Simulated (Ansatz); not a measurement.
# TaH3, from a guessed structure to a relaxed one, part 2 of 2

This structure for TaH3 is made up. Its elements were placed in a known structure type with a cell scaled to their sizes. What cell does the guess relax to, and how far off was it?

Ansatz 0.2.0; DFT, r2SCAN, plane-wave PAW, files of the set soft_1, scalar-relativistic, no spin, cell and ions relaxed at zero pressure; PAW set soft_1 (the session's first sound run).

So far: Starting point; Relaxation of the guess. The relaxed cell has a = 2.973 Å (conventional setting).

## Step 3: Bands of the relaxed cell

A second self-consistent run takes a narrower smearing and the mesh shown in its input; the bands follow along the standard path of the relaxed lattice.

This step: DFT, r2SCAN, plane-wave PAW, files of the set soft_1, scalar-relativistic, no spin, bands and density of states at the relaxed cell; PAW set soft_1 (Ansatz 0.2.0).

input.yaml

```yaml
crystal:
  lattice:
    - [2.9734718961, 0.0, 0.0]
    - [0.0, 2.9734718961, 0.0]
    - [0.0, 0.0, 2.9734718961]
  atoms:
    - { symbol: Ta, position: [0.0, 0.0, 0.0] }
    - { symbol: H, position: [0.5, 0.5, 0.0] }
    - { symbol: H, position: [0.5, 0.0, 0.5] }
    - { symbol: H, position: [0.0, 0.5, 0.5] }
kpoints:
  mp_grid: { grid: [10, 10, 10] }
  band_path:
    path:
      - [[0.0, 0.0, 0.0], [0.0, 0.5, 0.0], [0.5, 0.5, 0.0], [0.0, 0.0, 0.0], [0.5, 0.5, 0.5], [0.0, 0.5, 0.0]]
      - [[0.5, 0.5, 0.0], [0.5, 0.5, 0.5]]
    npoints: 13
scf:
  occupations: { method: fermi_dirac, width: 0.03 }
  n_extra_bands: 8
hamiltonian:
  xc: r2scan
  pseudopotentials: { kind: paw, azcp: { folder: soft_1 } }
output:
  forces: true
  stress: true
  write_bands: true
  dos: { projected: true }
  write_density: true
  write_potential: true
  elf: true
  volumetric_format: npy
```

Command:

```sh
ansatz run input.yaml --threads 4 --pin off --max-ram 8192MiB --backend cpu --events-out ev --progress --plain --runs-dir out
```

Numbers of over 12 decimals in the logs are rounded to 6 here.

What it wrote:

```text
[...]
Crystal: 4 atoms, lattice volume = 26.290 Å³
Basis set: ecut = 500 eV, 691 PW (Γ), exchange–correlation on 96×96×96 points (64 copies of the dense FFT grid, shifted against one another)
Bands: 16, of which v1, the nominal top of the filled ones, is band 8 counted from 1 (7 counted from 0)
Symmetry: 48 space group operations
[...]
k-points: 56 of 1000
[...]
SCF iter   1: F=—  HF=-9992.561842 eV  |F-HF|=—  |Δ(HF+E_count)|=         —  Δρ=7.23e-2  dr2=1.14e0  dr2_τ=5.11e-2  ethr=3.10e-3  ⟨swp⟩=6.0  Hψ=4321  notcnv=0
[...]
SCF iter   7: F=-9992.604881 eV  HF=-9992.604881 eV  |F-HF|=1.02e-9  |Δ(HF+E_count)|=   7.12e-8  Δρ=3.25e-6  dr2=1.94e-9  dr2_τ=2.15e-10  ethr=6.25e-10  ⟨swp⟩=13.0  Hψ=5235  notcnv=0
SCF 1 converged in 7 iterations: F = -9992.604881 eV  dr2 = 1.94e-9
[...]
NSCF: frozen V_eff on 80 k-points
SCF converged after 7 iterations
Free energy (F): -9992.604881 eV
[...]
Internal energy: -9992.601445 eV  (E = F + TS)
E sigma→0 (E₀):  -9992.603163 eV
Entropy (-TS):   -0.003436 eV (-0.859 meV/atom)
Fermi energy:    15.261022 eV
[...]
--- Stress (GPa, compression-positive) ---
        1.782509      -0.000000       0.000000
       -0.000000       1.782509       0.000000
        0.000000       0.000000       1.782509
  P = ⅓ Tr σ = 1.7825 GPa (17.825 kbar)
--- Band table (eV; the first three rows and the last of 56) ---
  k-point 0: bands = [... 4 lower, 1.5859, 8.9699, 8.9699, 18.4744, 18.4744, 18.4744, 21.1632, 21.1632, ... 4 higher]
  k-point 1: bands = [... 4 lower, 1.8171, 9.0070, 9.1274, 17.9343, 17.9343, 18.5035, 20.4480, 20.4736, ... 4 higher]
  k-point 2: bands = [... 4 lower, 2.4739, 8.9593, 9.5932, 16.8856, 16.8856, 18.5809, 18.8733, 19.4637, ... 4 higher]
  k-point 55: bands = [... 4 lower, 7.2652, 7.2652, 7.2652, 18.6171, 20.4236, 20.4236, 20.4236, 20.5033, ... 4 higher]
```

It took 1.3 s on 4 threads of Intel Xeon Platinum 8375C at 2.90GHz (Ice Lake), shared host; peak memory 0.48 GiB.

Numbers from this step:

```
free energy             : -9992.6049 eV
energy at zero smearing : -9992.6032 eV
smearing term TS        : 0.003436 eV
Fermi energy            : 15.26 eV
pressure                : 1.783 GPa
```

From bands.tsv, the bands that come nearest the Fermi level along the path, at its corners, in eV from the Fermi level:

```
point  band 5  band 6  band 7  band 8  band 9  band 10  band 11  band 12
    Γ  -13.68   -6.29   -6.29    3.21    3.21     3.21     5.90     5.90
    X   -9.59   -8.73   -3.40   -0.75   -0.19    -0.19     3.53     5.41
    M   -9.08   -5.31   -5.31   -3.92    0.54     0.54     4.97     8.33
    Γ  -13.68   -6.29   -6.29    3.21    3.21     3.21     5.90     5.90
    R   -8.00   -8.00   -8.00    3.36    5.16     5.16     5.16     5.24
    X   -9.59   -8.73   -3.40   -0.75   -0.19    -0.19     3.53     5.41
    M   -9.08   -5.31   -5.31   -3.92    0.54     0.54     4.97     8.33
    R   -8.00   -8.00   -8.00    3.36    5.16     5.16     5.16     5.24
```

Counts of states for the cell as run, both spins, by energy window (eV from the Fermi level):

```csv
from,to,total
-8,-7,0.71
-7,-6,1.47
-6,-5,1.17
-5,-4,0.42
-4,-3,0.15
-3,-2,0.55
-2,-1,0.74
-1,0,0.49
0,1,2.00
1,2,1.44
2,3,0.67
3,4,0.53
4,5,1.33
5,6,1.43
```

A further 10.1 states lie below the table's range.

Valence density in the ac plane at fractional y = 0.000, with atoms of Ta and H within 0.2 Å of it. It is the smooth field of the valence electrons, not physical close to the nuclei.

Values in e/Å³, 15 rows by 15 columns:
```
3.9 4.5 4.7 3.3 1.6 0.7 0.4 0.3 0.3 0.4 0.7 1.6 3.3 4.7 4.5
4.9 4.7 3.9 2.3 1.0 0.5 0.3 0.3 0.3 0.3 0.5 1.0 2.3 3.9 4.7
3.8 3.3 2.3 1.2 0.6 0.4 0.3 0.3 0.3 0.3 0.4 0.6 1.2 2.3 3.3
1.8 1.6 1.0 0.6 0.4 0.3 0.4 0.4 0.4 0.4 0.3 0.4 0.6 1.0 1.6
0.7 0.7 0.5 0.4 0.3 0.4 0.5 0.6 0.6 0.5 0.4 0.3 0.4 0.5 0.7
0.4 0.4 0.3 0.3 0.4 0.5 0.7 0.9 0.9 0.7 0.5 0.4 0.3 0.3 0.4
0.3 0.3 0.3 0.3 0.4 0.6 0.9 1.6 1.6 0.9 0.6 0.4 0.3 0.3 0.3
0.3 0.3 0.3 0.3 0.4 0.6 0.9 1.6 1.6 0.9 0.6 0.4 0.3 0.3 0.3
0.4 0.4 0.3 0.3 0.4 0.5 0.7 0.9 0.9 0.7 0.5 0.4 0.3 0.3 0.4
0.7 0.7 0.5 0.4 0.3 0.4 0.5 0.6 0.6 0.5 0.4 0.3 0.4 0.5 0.7
1.8 1.6 1.0 0.6 0.4 0.3 0.4 0.4 0.4 0.4 0.3 0.4 0.6 1.0 1.6
3.8 3.3 2.3 1.2 0.6 0.4 0.3 0.3 0.3 0.3 0.4 0.6 1.2 2.3 3.3
4.9 4.7 3.9 2.3 1.0 0.5 0.3 0.3 0.3 0.3 0.5 1.0 2.3 3.9 4.7
3.9 4.5 4.7 3.3 1.6 0.7 0.4 0.3 0.3 0.4 0.7 1.6 3.3 4.7 4.5
3.0 3.9 4.9 3.8 1.8 0.7 0.4 0.3 0.3 0.4 0.7 1.8 3.8 4.9 3.9
```
Columns run along a (3.0 Å), rows up along c (3.0 Å). Atoms in or near the plane, at fractional coordinates: Ta at (0.00, 0.00), H at (0.50, 0.50).

Electrostatic potential energy in the ac plane at fractional y = 0.000, with atoms of Ta and H within 0.2 Å of it. With pseudopotentials it is smooth inside the atoms' cores, unlike the true potential.

Ten even steps from '_' (-52 eV) to '@' (13 eV):
```
____..--++%%@@@@@@@@%%++--..__
__..::==**%%@@@@@@@@%%**==::..
::--==**##@@@@@@@@@@@@##**==--
++++**##%%@@@@@@@@@@@@%%##**++
##%%%%@@@@@@@@@@@@@@@@@@@@%%%%
@@@@@@@@@@@@%%****%%@@@@@@@@@@
@@@@@@@@@@@@**====**@@@@@@@@@@
@@@@@@@@@@@@**====**@@@@@@@@@@
@@@@@@@@@@@@%%****%%@@@@@@@@@@
##%%%%@@@@@@@@@@@@@@@@@@@@%%%%
++++**##%%@@@@@@@@@@@@%%##**++
::--==**##@@@@@@@@@@@@##**==--
__..::==**%%@@@@@@@@%%**==::..
____..--++%%@@@@@@@@%%++--..__
______::++##@@@@@@@@##++::____
```
Columns run along a (3.0 Å; values clipped at the 3rd and 97th percentile), rows up along c (3.0 Å). Atoms in or near the plane, at fractional coordinates: Ta at (0.00, 0.00), H at (0.50, 0.50).

ELF in the ac plane at fractional y = 0.000, with atoms of Ta and H within 0.2 Å of it. It is the smooth field of the valence electrons, not physical close to the nuclei.

Ten even steps from '_' (0.00) to '@' (0.99):
```
..--**##**----====----**##**--
****####==::::====::::==####**
%%####==::..--====--..::==####
##**==::..::==****==::..::==**
==--::..::++##%%%%##++::..::--
----::--==##@@@@@@@@##==--::--
========**%%@@@@@@@@%%**======
========**%%@@@@@@@@%%**======
----::--==##@@@@@@@@##==--::--
==--::..::++##%%%%##++::..::--
##**==::..::==****==::..::==**
%%####==::..--====--..::==####
****####==::::====::::==####**
..--**##**----====----**##**--
__..**%%##==--====--==##%%**..
```
Columns run along a (3.0 Å), rows up along c (3.0 Å). Atoms in or near the plane, at fractional coordinates: Ta at (0.00, 0.00), H at (0.50, 0.50).

## Step 4: Outcome

| Quantity | Value |
| --- | --- |
| space group, relaxed | Pm-3m |
| conventional cell | a = 2.973, b = 2.973, c = 2.973 Å; α = 90.0°, β = 90.0°, γ = 90.0° |
| volume per atom | 6.57 Å³ (guess 6.82) |

TaH3 relaxes to Pm-3m with a = 2.973, b = 2.973 and c = 2.973 Å. The guessed volume was 4 % too large. The space group Pm-3m was held in the relaxation, so the end point is a stationary structure within it and may be a saddle against distortions or other arrangements. Bands cross the Fermi level, so it is a metal or semimetal at this level. On the 10×10×10 mesh with the narrower smearing (relaxed on 9×9×9) the forces vanish, as symmetry may demand, and the largest stress component is 1.783 GPa, against the relaxation's thresholds of 0.015 eV/Å and 0.05 GPa. The cutoff wasn't tested. Spin-orbit coupling is left out, which can matter for elements this heavy. No dispersion term is used, so weakly bound directions may come out too long. The runs have no spin, and magnetism wasn't tested. Nothing here tests whether the compound is stable against decomposition.

[Logs are printed without paths, hosts, clocks, repeated set-up lines and the standing remarks that a program may print on its own settings, such as how far it seeks lower states.]

[Hosts, paths, dates, database ids (printed as entryN), source tags and the programs' standing remarks are cut or masked in the printed files.]
